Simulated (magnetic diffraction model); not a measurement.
## Which magnetic order? PrSc

Space group P-6m2 (no. 187), a = 3.5360 Å, c = 5.7210 Å.

| site | atom | x | y | z |
| --- | --- | --- | --- | --- |
| 1b | Pr | 0 | 0 | 1/2 |
| 1e | Sc | 2/3 | 1/3 | 0 |

The compound is invented for this exercise: a known structure type with other elements, its cell scaled to their sizes and not relaxed.

Only Pr is taken to order (form factors of Pr3+); orders and moment sizes are assumed, and not adapted to the symmetry. Radiation: neutrons of λ = 2.36 Å, 5° to 80°; isotropic B of 0.45 Å² (Pr) and 0.5 Å² (Sc). Simulated constant-wavelength pattern: nuclear and magnetic terms add, the magnetic one as |2.695 fm × Σ f S⊥ exp(2πi Q·r) exp(−B s²)|², summed over all Q at one angle with the factor 1/(sin²θ cos θ). For collinear order S is the moment m, which repeats by lattice and centring translations R with the sign exp(−2πi k·R). Free-ion form factors, Sears's scattering lengths of 1992, no absorption; a label names one of the reflections at its angle. The strongest nuclear line in the range is 100, and lines under 0.2 are left out.

Above the ordering temperature:

```csv
2θ (°),index,I
23.81,(0 0 1),18.4
45.33,(1 0 0),32.0
48.73,(0 0 2),23.1
51.83,(1 0 1),100.0
68.73,(1 0 2),32.3
76.45,(0 0 3),2.4
```

Below it (cell unchanged):

```tsv
2θ (°)	I
23.81	22.1
45.33	41.2
48.73	24.0
51.83	111.8
68.73	37.3
76.45	2.7
```

**Question.** Find the propagation vector, then choose among these models:
A. collinear moments along [100], 2.5 μB on Pr
B. collinear moments along [120], 2.5 μB on Pr
C. collinear moments along [101], 2.5 μB on Pr

No line moves, and magnetic intensity falls on nuclear lines such as the one at 51.83°, so the magnetic cell equals the chemical primitive cell: k = 0.

Magnetic intensity, observed (below minus above) and for each model:

| 2θ (°) | index | observed | A | B | C |
| --- | --- | --- | --- | --- | --- |
| 23.81 | (0 0 1) | 3.7 | 13.4 | 13.4 | 3.7 |
| 45.33 | (1 0 0) | 9.2 | 5.3 | 5.3 | 9.2 |
| 48.73 | (0 0 2) | 0.8 | 3.0 | 3.0 | 0.8 |
| 51.83 | (1 0 1) | 11.8 | 9.8 | 9.8 | 11.8 |
| 68.73 | (1 0 2) | 4.9 | 6.9 | 6.9 | 4.9 |
| 76.45 | (0 0 3) | 0.3 | 1.2 | 1.2 | 0.3 |

Model C matches.

The structure used: k = (0 0 0), collinear moments along [101], 2.5 μB on Pr.

[Logs are printed without paths, hosts, clocks, repeated set-up lines and the standing remarks that a program may print on its own settings, such as how far it seeks lower states.]
